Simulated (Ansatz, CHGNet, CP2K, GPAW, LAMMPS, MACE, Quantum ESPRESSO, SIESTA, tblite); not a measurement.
**GPAW on amorphous 43Bi2O3-57BaO (mol %) (99 atoms): settings against a plane-wave reference**

Wanted: GPAW inputs and outputs for amorphous 43Bi2O3-57BaO (mol %) (99 atoms), checked against a plane-wave reference.

Calculated with GPAW 26.7.0; the method is named at each step.

## 1. The starting structure

The cell holds 99 atoms: 26 Bi, 17 Ba and 56 O. Its edges and angles: a = 11.971 Å, b = 11.971 Å, c = 11.971 Å, α = 90.0°, β = 90.0°, γ = 90.0°. 99 atoms (26 Gd, 17 Ba, 56 O) placed at random at 7.52 g/cm³, melted at 5000 K for 10 ps at fixed volume with the Morse and Coulomb pair potential with partial charges (Pedone, Malavasi, Menziani, Cormack and Segre, J. Phys. Chem. B 110, 11780 (2006)). Quenched from 5000 K to 300 K at 50 K/ps and fixed volume, held 5 ps, then minimised at fixed cell. Then Gd was replaced by Bi and the cell scaled by 1.02 (the potential has no terms for the new elements, so the cell is a start for a DFT relaxation).

The yardstick, on the same geometry:

```
method                                           : Kohn-Sham DFT, PBE, SSSP efficiency 1.3.0 pseudopotentials, plane waves (Quantum ESPRESSO 7.5); sssp-pbe-1.3.0-efficiency, cutoffs 60/480 Ry, Γ point
r.m.s. force component                           : 0.5578 eV/Å
longest force                                    : 2.667 eV/Å
pressure                                         : 7.43 GPa
gap (highest filled to lowest empty level) : 1.232 eV
time                                             : 48 min on 1 thread of Arm Neoverse V1, shared host
CPU time                                         : 48 min
```

## 2. PBE, LCAO dzp, h 0.18 Å

Method: Kohn-Sham DFT, PBE, PAW, atomic orbitals (dzp).

run.py reads:

```python
import numpy as np
from ase.io import read
from gpaw import GPAW, FermiDirac

atoms = read("structure.xyz")
atoms.calc = GPAW(
    mode="lcao",
    basis="dzp",
    h=0.18,
    xc="PBE",
    kpts={"size": (1, 1, 1), "gamma": True},
    occupations=FermiDirac(0.05),
    maxiter=200,
    symmetry={"point_group": False},
    txt="gpaw.txt",
)
energy = atoms.get_potential_energy(force_consistent=True)
forces = atoms.get_forces()
print(f"energy {energy:.6f} eV")
print("forces (eV/A)")
for i, (a, f) in enumerate(zip(atoms, forces)):
    print(f"{i:4d} {a.symbol:2s} {f[0]:10.5f} {f[1]:10.5f} {f[2]:10.5f}")
print(f"Fermi level {atoms.calc.get_fermi_level():.4f} eV")
for k in range(len(atoms.calc.get_ibz_k_points())):
    for s in range(atoms.calc.get_number_of_spins()):
        e = atoms.calc.get_eigenvalues(kpt=k, spin=s)
        n = np.searchsorted(e, atoms.calc.get_fermi_level())
        print(f"k {k} spin {s} levels about the Fermi level:", np.round(e[max(n - 6, 0):n], 4).tolist(), "|", np.round(e[n:n + 6], 4).tolist())
```

structure.xyz reads:

```xyz
99
Lattice="11.97103 0.00000 0.00000 0.00000 11.97103 0.00000 0.00000 0.00000 11.97103" Properties=species:S:1:pos:R:3 pbc="T T T"
Bi 2.96810 3.21721 8.34333
Bi 10.48926 11.92542 3.99832
Bi 1.25025 0.44891 9.40205
Bi 1.12959 2.90226 4.53439
Bi 10.04537 10.89579 8.48124
Bi 1.09691 11.35165 6.08787
Bi 9.78787 2.70940 2.17609
Bi 7.48441 2.88095 4.77644
Bi 7.87251 8.91195 10.82265
Bi 7.12647 8.79907 7.70731
Bi 4.61615 1.30891 3.12228
Bi 1.69749 8.42066 3.78428
Bi 2.14988 2.51344 0.55234
Bi 10.93350 2.62836 7.39367
Bi 10.39301 5.37619 4.62573
Bi 7.45939 6.71479 4.94416
Bi 5.56162 11.44909 9.41773
Bi 5.30412 2.78817 11.76668
Bi 10.87616 11.81337 0.30035
Bi 7.32340 0.17490 1.19363
Bi 4.20447 0.86419 6.53115
Bi 10.04884 6.54372 8.45622
Bi 6.97384 5.05297 1.88113
Bi 4.41719 5.51398 5.95750
Bi 8.51116 5.47902 10.91830
Bi 1.39522 5.93033 6.40773
Ba 1.81517 11.65547 2.36105
Ba 0.36907 8.71347 10.25678
Ba 3.30317 8.86383 8.22122
Ba 11.07883 5.93224 1.54307
Ba 1.46669 5.65679 10.26659
Ba 3.55815 10.38080 0.06584
Ba 7.09212 4.40917 7.87933
Ba 10.84204 8.78865 1.57228
Ba 7.50332 11.77399 5.73879
Ba 2.72449 5.39091 2.40606
Ba 4.74532 7.79123 0.97277
Ba 11.00257 3.13198 10.97923
Ba 7.48022 9.10361 2.67684
Ba 8.13850 1.81672 9.50500
Ba 4.75453 9.39139 4.84659
Ba 5.07428 6.22972 10.08033
Ba 10.61603 8.62094 5.74669
O 0.26971 6.97061 8.03998
O 8.54181 4.47022 3.57886
O 9.36984 10.92201 2.07673
O 3.28677 5.58269 8.02322
O 11.74047 4.30203 6.12677
O 3.34375 3.27551 10.63949
O 9.07320 4.34261 0.74460
O 8.67912 2.45334 6.71647
O 7.55827 8.98713 5.43868
O 1.21063 7.48932 1.75064
O 0.40821 10.61447 8.26983
O 6.24373 0.81930 11.10995
O 2.18507 1.12815 7.45699
[... 39 atom lines left out ...]
O 11.49602 1.09762 2.21703
O 2.77225 3.88316 5.86724
O 2.08128 9.33513 5.89932
O 9.13725 6.17011 6.37182
```

On the command line:

```
$ OMP_NUM_THREADS=1 python run.py > output.txt
```

What it wrote:

```text
energy -529.710448 eV
forces (eV/A)
   0 Bi    0.17157    0.07597   -0.22966
   1 Bi    0.23734    0.11172   -0.20435
   2 Bi    0.29893   -0.11573   -0.61429
   3 Bi    0.40667   -0.05733    0.00073
   4 Bi   -0.25362    0.15561    0.09769
   5 Bi    0.46864   -0.25248   -0.08930
   6 Bi   -0.27791   -0.44156    0.42390
   7 Bi    0.26148    0.85942    0.01311
   8 Bi    0.48258    0.24547    0.54968
   9 Bi    0.47307   -0.40487   -0.25369
  10 Bi    0.64506    0.45866   -0.13417
  11 Bi   -0.30462   -0.01329   -0.18210
  12 Bi   -0.15572    0.00587   -0.43727
  13 Bi    0.12936   -0.00652   -0.11542
  14 Bi   -0.09692   -0.32456    0.70826
  15 Bi    0.12579   -0.23526    0.14185
  16 Bi    0.00379    0.30512   -0.69224
  17 Bi    0.22293    0.24765    0.15556
  18 Bi   -0.44322    0.24392   -0.63090
  19 Bi    0.08073    0.40284   -0.15769
  20 Bi    0.37521    0.13721    0.31654
  21 Bi    0.15303   -0.09667   -0.22554
  22 Bi   -0.26776   -0.13410    0.00239
  23 Bi   -0.20728   -0.33611    0.23559
[...]
91 O    -0.91353    1.53587   -0.28255
  92 O    -1.16189    0.36210   -1.15450
  93 O    -0.39506    0.48820    1.11390
  94 O     0.38095   -0.55440    0.26199
  95 O     0.82958   -0.31216    0.19419
  96 O    -0.47886   -0.34514    0.04444
  97 O     0.96669   -0.29699    0.82872
  98 O    -0.00927    0.10876    1.04930
Fermi level 8.7351 eV
k 0 spin 0 levels about the Fermi level: [7.5838, 7.781, 7.8185, 7.8393, 7.9148, 8.1463] | [9.3263, 9.4697, 9.5778, 9.6698, 9.7784, 9.8423]
```

gpaw.txt:

```text
Input parameters:
  mode=LCAO(),
  basis={'default': 'dzp'},
  h=0.18,
  kpts=MonkhorstPack(size=(1, 1, 1), gamma=True),
  maxiter=200,
  occupations=Occupations(name='fermi-dirac', width=0.05, fixmagmom=False),
  symmetry=Symmetry(point_group=False),
  xc=XC(name='PBE')
Unit cell  # Å
| periodic |         x |         y |         z |   lengths |    angles |
|----------|-----------|-----------|-----------|-----------|-----------|
|      yes | 11.971030 |  0.000000 |  0.000000 | 11.971030 | 90.000000 |
|      yes |  0.000000 | 11.971030 |  0.000000 | 11.971030 | 90.000000 |
|      yes |  0.000000 |  0.000000 | 11.971030 | 11.971030 | 90.000000 |
Number of symmetries: 1
Symmetry operations  # r_c * U_cc + t_c -> r_c
|   | kind |            matrix            |
|---|------|------------------------------|
| 0 |  E   |  1, 0, 0,  0, 1, 0,  0, 0, 1 |
BZ-sampling:
  Number of BZ points: 1
  Number of IBZ points: 1
  Monkhorst-Pack size: [1, 1, 1]
  Monkhorst-Pack shift: [0, 0, 0]
[... lines left out ...]
  Fermi-Dirac:
    width: 0.0500  # eV
FastPoissonSolver using
    Stencil: 6*3+1=19 point O(h^6) finite-difference Laplacian
xc functional:
  name: PBE with 2 nearest neighbor stencil
interpolation: tri-quintic # 5. degree polynomial
Initialization done in: 20.497 s
convergence criteria:
- Maximum [total energy] change in last 3 cyles: 0.0005 eV / valence electron
- Maximum integral of absolute [dens]ity change: 0.0001 electrons / valence electron
- Maximum integral of absolute [eigenst]ate change: 4e-08 eV^2 / valence electron
maximum number of iterations: 200
SCF iterations
|iter     |      energy | eigst |  dens |
|---------|-------------|-------|-------|
|iter:   1| -609.376886 |      c|       |
|iter:   2| -585.485817 |      c| -0.96 |
|iter:   3| -531.455054 |      c| -1.03 |
|iter:   4| -530.203661 |      c| -1.55 |
|iter:   5| -530.274591 |      c| -1.77 |
|iter:   6| -529.725870 |      c| -2.09 |
|iter:   7| -529.720045 |      c| -2.67 |
|iter:   8| -529.710921c|      c| -2.88 |
|iter:   9| -529.710829c|      c| -3.23 |
|iter:  10| -529.710446c|      c| -3.62 |
|iter:  11| -529.710445c|      c| -3.95 |
|iter:  12| -529.710438c|      c| -4.22c|
Converged in 12 steps
SCF loop duration: 740.766 s (61.731 s/step)
Energy contributions relative to reference atoms: (reference = -19082069.008319)
Energy contributions:
  Kinetic:        1300.891574
  Coulomb:       -1163.721456
  Zero:              8.720587
  External:          0.000000
  Xc:             -675.601132
  Entropy:          -0.000020
  Spinorbit:         0.000000
  ----------------------------
  Free energy:    -529.710448
  Extrapolated:   -529.710438
dipole moment: (-32.465554, 148.888220, -139.999735)  # |e|*Ang
Fermi level: 8.735
Eigenvalues  # (at kpt = [0.000, 0.000, 0.000])
| band index |      eig [eV] | occ [0-2] |
|------------|---------------|-----------|
|          0 |       -20.224 |     2.000 |
|        ... |               |           |
|        440 |         7.506 |     2.000 |
|        441 |         7.544 |     2.000 |
[...]
|        455 |         9.999 |     0.000 |
|        ... |               |           |
|        541 |        13.411 |     0.000 |
Gap: 1.180 eV
Transition (v -> c):
  (s=0, k=0, n=447, [0.00, 0.00, 0.00]) -> (s=0, k=0, n=448, [0.00, 0.00, 0.00])
No difference between direct/indirect transitions
Force computation time: 149.811  # s
timing:  # [seconds]
  Total:  911.110  # ━━━━━━━━━━━━━━━━━━━━━━━━━━━━━━━━━━━━━━━━━━━━━━━━━━━━━━━━
  Init:    20.496  # ━╸
  SCF:    740.766  # ━━━━━━━━━━━━━━━━━━━━━━━━━━━━━━━━━━━━━━━━━━━━━╸
  Forces: 149.811  # ━━━━━━━━━
```

Wall time 15 min (1 thread of Arm Neoverse V1, shared host); peak memory 3.1 GiB.

Banners, paths, timers and routine set-up lines are dropped from the logs unmarked, and long logs keep their key lines alone; longer cuts are marked.

Numbers from this run, and their distance from the reference:

```yaml
r_m_s_force_component: 0.6238 eV/Å
r_m_s_difference_of_force_components: 98.61 meV/Å
longest_difference_of_force_vectors: 330.6 meV/Å
force_difference_over_r_m_s_force: 17.68 %
slope_of_forces_against_the_reference_s: 1.11
correlation_of_force_components: 0.9923
spacing_of_highest_filled_and_lowest_empty_level: 1.18 eV
gap_difference: -0.0524 eV
```

Length of the force difference by element (eV/Å):

| element | atoms | mean | most |
| --- | --- | --- | --- |
| Ba | 17 | 0.11 | 0.28 |
| Bi | 26 | 0.13 | 0.26 |
| O | 56 | 0.18 | 0.33 |

Levels nearest the highest filled one (eV from it): -0.56, -0.37, -0.33, -0.31, -0.23, 0.00, 1.18, 1.32, 1.43, 1.52, 1.63, 1.70.

Local excerpt of 14 atoms (numbers count through the whole input) about O91, picked at random; x, y, z are measured from there.

```csv
atom,x,y,z,distance (Å),bonds,Fx,Fy,Fz (eV/Å)
O91,0.00,0.00,0.00,0.00,5,-0.21,0.36,0.29
Bi24,-1.28,-1.70,-0.86,2.30,5,-0.21,-0.34,0.24
Bi10,1.43,1.58,0.89,2.31,6,0.47,-0.40,-0.25
Bi16,1.76,-0.50,-1.87,2.62,7,0.13,-0.24,0.14
O52,1.86,1.77,-1.38,2.91,6,-0.06,1.07,-0.83
O78,0.64,-2.50,-1.43,2.95,4,0.81,-0.24,-0.05
Ba41,-0.94,2.18,-1.97,3.08,7,-0.64,0.25,0.01
O47,-2.41,-1.63,1.21,3.15,6,0.34,0.72,1.65
Ba29,-2.40,1.65,1.41,3.23,7,0.03,0.30,-0.24
O93,2.03,-0.35,2.50,3.24,6,-1.16,0.36,-1.15
Ba33,1.39,-2.81,1.07,3.31,7,0.45,0.25,-0.59
O58,-2.63,-0.46,-2.03,3.35,5,0.12,0.63,-1.19
O66,0.14,1.89,2.80,3.38,5,-1.18,-0.16,0.72
Ba42,-0.62,-0.99,3.27,3.47,6,0.18,-0.33,-0.56
```

Atoms are counted from 1 here, from 0 in the log.

Forces lie 18 % from the reference's, at 0.32 times its CPU time.

## 3. PBE, LCAO dzp, h 0.18 Å, other mixer settings

Method: Kohn-Sham DFT, PBE, PAW, atomic orbitals (dzp).

Edit run.py of step 2 so:

```diff
@@ -2,3 +2,4 @@
 from ase.io import read
-from gpaw import GPAW, FermiDirac
+from gpaw import GPAW, FermiDirac, Mixer
+from ase.parallel import parprint as print
 
@@ -12,2 +13,3 @@
     occupations=FermiDirac(0.05),
+    mixer=Mixer(0.1, 5, 50),
     maxiter=200,
```

structure.xyz is that of step 2.

On the command line:

```
$ OMP_NUM_THREADS=1 mpirun -np 2 gpaw python run.py > output.txt
```

What it wrote:

```text
energy -529.710432 eV
forces (eV/A)
   0 Bi    0.17208    0.07963   -0.22610
   1 Bi    0.23758    0.10900   -0.20600
   2 Bi    0.29614   -0.12127   -0.61668
   3 Bi    0.40281   -0.05712    0.00019
   4 Bi   -0.25082    0.15880    0.09490
   5 Bi    0.46910   -0.25104   -0.08989
[...]
96 O    -0.47827   -0.34563    0.04452
  97 O     0.96444   -0.29440    0.82953
  98 O    -0.00830    0.10959    1.04774
Fermi level 8.7347 eV
k 0 spin 0 levels about the Fermi level: [7.5835, 7.7809, 7.8183, 7.839, 7.9145, 8.1461] | [9.3258, 9.4693, 9.5774, 9.6695, 9.7782, 9.842]
```

gpaw.txt:

```text
Input parameters:
  mode=LCAO(),
  basis={'default': 'dzp'},
  h=0.18,
  kpts=MonkhorstPack(size=(1, 1, 1), gamma=True),
  maxiter=200,
[... lines left out ...]
  occupations=Occupations(name='fermi-dirac', width=0.05, fixmagmom=False),
[... lines left out ...]
  Fermi-Dirac:
[... lines left out ...]
convergence criteria:
- Maximum [total energy] change in last 3 cyles: 0.0005 eV / valence electron
[... lines left out ...]
Converged in 15 steps
[... lines left out ...]
  Free energy:    -529.710432
[... lines left out ...]
Fermi level: 8.735
[... lines left out ...]
|        ... |               |           |
|        440 |         7.506 |     2.000 |
|        441 |         7.544 |     2.000 |
[...]
|        455 |         9.999 |     0.000 |
|        ... |               |           |
|        541 |        13.411 |     0.000 |
Gap: 1.180 eV
Transition (v -> c):
  (s=0, k=0, n=447, [0.00, 0.00, 0.00]) -> (s=0, k=0, n=448, [0.00, 0.00, 0.00])
No difference between direct/indirect transitions
Force computation time: 74.812  # s
```

Wall time 9.8 min (2 MPI ranks); peak memory 3.5 GiB.

Compared with the plane-wave run:

| Property | Result |
| --- | --- |
| r.m.s. force component | 0.6229 eV/Å |
| r.m.s. difference of force components | 97.35 meV/Å |
| longest difference of force vectors | 327.1 meV/Å |
| force difference over r.m.s. force | 17.45 % |
| slope of forces against the reference's | 1.108 |
| correlation of force components | 0.9925 |
| gap (highest filled to lowest empty level) | 1.18 eV |
| gap difference | -0.0527 eV |
| energy less the same-level run's | 0.0002 meV/atom |
| r.m.s. force difference from the same-level run | 2.464 meV/Å |

Against the first run (18 %), the force difference from the reference is 17 %, at 1.3 times the CPU time (on 2 against 1 cores): another solver or mixer reaches the same state.

## 4. PBE, LCAO szp(dzp), h 0.18 Å

Method: Kohn-Sham DFT, PBE, PAW, atomic orbitals (szp(dzp)).

Edit run.py of step 3 so:

```diff
@@ -2,4 +2,3 @@
 from ase.io import read
-from gpaw import GPAW, FermiDirac, Mixer
-from ase.parallel import parprint as print
+from gpaw import GPAW, FermiDirac
 
@@ -8,3 +7,3 @@
     mode="lcao",
-    basis="dzp",
+    basis="szp(dzp)",
     h=0.18,
@@ -13,3 +12,2 @@
     occupations=FermiDirac(0.05),
-    mixer=Mixer(0.1, 5, 50),
     maxiter=200,
```

structure.xyz is that of step 3.

On the command line:

```
$ OMP_NUM_THREADS=1 python run.py > output.txt
```

What it wrote:

```text
energy -496.032910 eV
forces (eV/A)
   0 Bi    0.15870    0.05950   -0.36435
   1 Bi    0.17071    0.14502   -0.22226
   2 Bi    0.23131   -0.05825   -0.62183
   3 Bi    0.40531    0.04204    0.07397
   4 Bi   -0.09673    0.21211    0.18467
   5 Bi    0.41190   -0.19537   -0.18977
[...]
96 O    -0.42769   -0.44056    0.09197
  97 O     1.08668   -0.40857    0.93278
  98 O    -0.02553    0.08296    1.07094
Fermi level 9.1390 eV
k 0 spin 0 levels about the Fermi level: [8.0334, 8.2325, 8.2687, 8.2809, 8.3745, 8.637] | [9.6428, 9.8122, 9.8803, 9.9893, 10.1453, 10.1894]
```

gpaw.txt:

```text
Input parameters:
  mode=LCAO(),
  basis={'default': 'szp(dzp)'},
  h=0.18,
  kpts=MonkhorstPack(size=(1, 1, 1), gamma=True),
  maxiter=200,
  occupations=Occupations(name='fermi-dirac', width=0.05, fixmagmom=False),
[... lines left out ...]
  Fermi-Dirac:
[... lines left out ...]
convergence criteria:
- Maximum [total energy] change in last 3 cyles: 0.0005 eV / valence electron
[... lines left out ...]
Converged in 12 steps
[... lines left out ...]
  Free energy:    -496.032910
[... lines left out ...]
Fermi level: 9.139
[... lines left out ...]
|        ... |               |           |
|        541 |        13.787 |     0.000 |
Gap: 1.006 eV
Transition (v -> c):
  (s=0, k=0, n=447, [0.00, 0.00, 0.00]) -> (s=0, k=0, n=448, [0.00, 0.00, 0.00])
No difference between direct/indirect transitions
Force computation time: 95.087  # s
timing:  # [seconds]
  Total:  571.739  # ━━━━━━━━━━━━━━━━━━━━━━━━━━━━━━━━━━━━━━━━━━━━━━━━━━━━━━━━
  Init:    16.877  # ━╸
  SCF:    459.739  # ━━━━━━━━━━━━━━━━━━━━━━━━━━━━━━━━━━━━━━━━━━━━━
  Forces:  95.087  # ━━━━━━━━━╸
```

It took 9.6 min on 1 thread; peak memory 2.9 GiB.

Compared with the plane-wave run:

* r.m.s. force component: 0.6672 eV/Å
* r.m.s. difference of force components: 165.1 meV/Å
* longest difference of force vectors: 495 meV/Å
* force difference over r.m.s. force: 29.6 %
* slope of forces against the reference's: 1.172
* correlation of force components: 0.9795
* gap (highest filled to lowest empty level): 1.006 eV
* gap difference: -0.2266 eV

This is a coarse setting, run to see what it loses.

Against the first run (18 %), the force difference from the reference is 30 %, at 0.63 times the CPU time, with 1140 basis functions against 1819: the smaller basis costs accuracy.

## 5. All runs compared

Differences are against the plane-wave reference, forces as r.m.s. over components; share is that over the reference's r.m.s. force, slope the least-squares factor from reference forces to these. Total energies of different programs have different zeros and aren't compared.

| run | Δ force, r.m.s. (meV/Å) | share (%) | slope | Δ gap (eV) | cores | CPU time | memory (GiB) |
| --- | --- | --- | --- | --- | --- | --- | --- |
| reference | - | - | - | - | 1 | 48 min | 5.7 |
| GPAW PBE, LCAO dzp, h 0.18 Å | 98.6 | 17.7 | 1.110 | -0.0524 | 1 | 15 min | 3.1 |
| GPAW PBE, LCAO dzp, h 0.18 Å, other mixer settings | 97.3 | 17.5 | 1.108 | -0.0527 | 2 | 20 min | 3.5 |
| GPAW PBE, LCAO szp(dzp), h 0.18 Å (coarse) | 165 | 29.6 | 1.172 | -0.227 | 1 | 9.6 min | 2.9 |

Rows marked coarse were listed beforehand as settings not expected to be converged; some can still land near the reference.

CPU time is summed over cores on a shared host, where runs went side by side, so it is rough. Symmetry, cutoffs, thresholds, outputs and thread counts weren't matched or tuned between programs; memory under MPI is the largest rank's times the ranks.

Within one program, basis, potentials and functional, energies share a zero. Each run against its twin at the usual cutoff or grid and solver:

```
                                               run                twin  Δ energy (meV/atom)  Δ force, r.m.s. (meV/Å)        CPU time over the twin's
GPAW PBE, LCAO dzp, h 0.18 Å, other mixer settings  LCAO dzp, h 0.18 Å               2.0e-4                     2.46  1.3 (this twin ran on 1 cores)
```

## 6. Summary of results

| Quantity | Value |
| --- | --- |
| nearest in forces | GPAW PBE, LCAO dzp, h 0.18 Å, other mixer settings, 17 % |
| its CPU time | 20 min |

The PBE runs in local orbitals, coarse settings apart, differ by 17 % (GPAW PBE, LCAO dzp, h 0.18 Å, other mixer settings) to 18 % (GPAW PBE, LCAO dzp, h 0.18 Å); basis, grid and potentials can all enter. Runs with settings chosen to be coarse differ by 30 % (GPAW PBE, LCAO szp(dzp), h 0.18 Å), their programs' other errors included. Of the electronic-structure runs that take under half the reference's CPU time, GPAW PBE, LCAO dzp, h 0.18 Å, other mixer settings is among the nearest, at 17 % in 20 min against 48 min. GPAW PBE, LCAO szp(dzp), h 0.18 Å stiffens the forces by a factor of 1.17 while following their directions (correlation 0.979); the slopes of the 3 GPAW runs lie between 1.11 and 1.17. At the same functional, gaps differ from the reference's 1.23 eV by between -0.23 and -0.05 eV. The quench rate of 50 K/ps is many orders above laboratory rates, so the cell is likely richer in defects and strain than a real sample. The network of bonds at the start is that of the classical potential that made the cell, and needn't be the one that DFT or experiment would give. The reference's pressure of 7.4 GPa belongs to a cell and atoms that aren't relaxed at this level. The electronic-structure runs sample only Γ, in a cell whose shortest periodic width is 12 Å. Spin–orbit coupling is left out, which matters for the levels of the heavy elements.

[Also dropped from logs without a mark: logging warnings of Python, and SIESTA's first energy breakdown and zero terms.]

[Logs are printed without paths, hosts, clocks, repeated set-up lines and the standing remarks that a program may print on its own settings, such as how far it seeks lower states.]

[Hosts, paths, dates, database ids (printed as entryN), source tags and the programs' standing remarks are cut or masked in the printed files.]
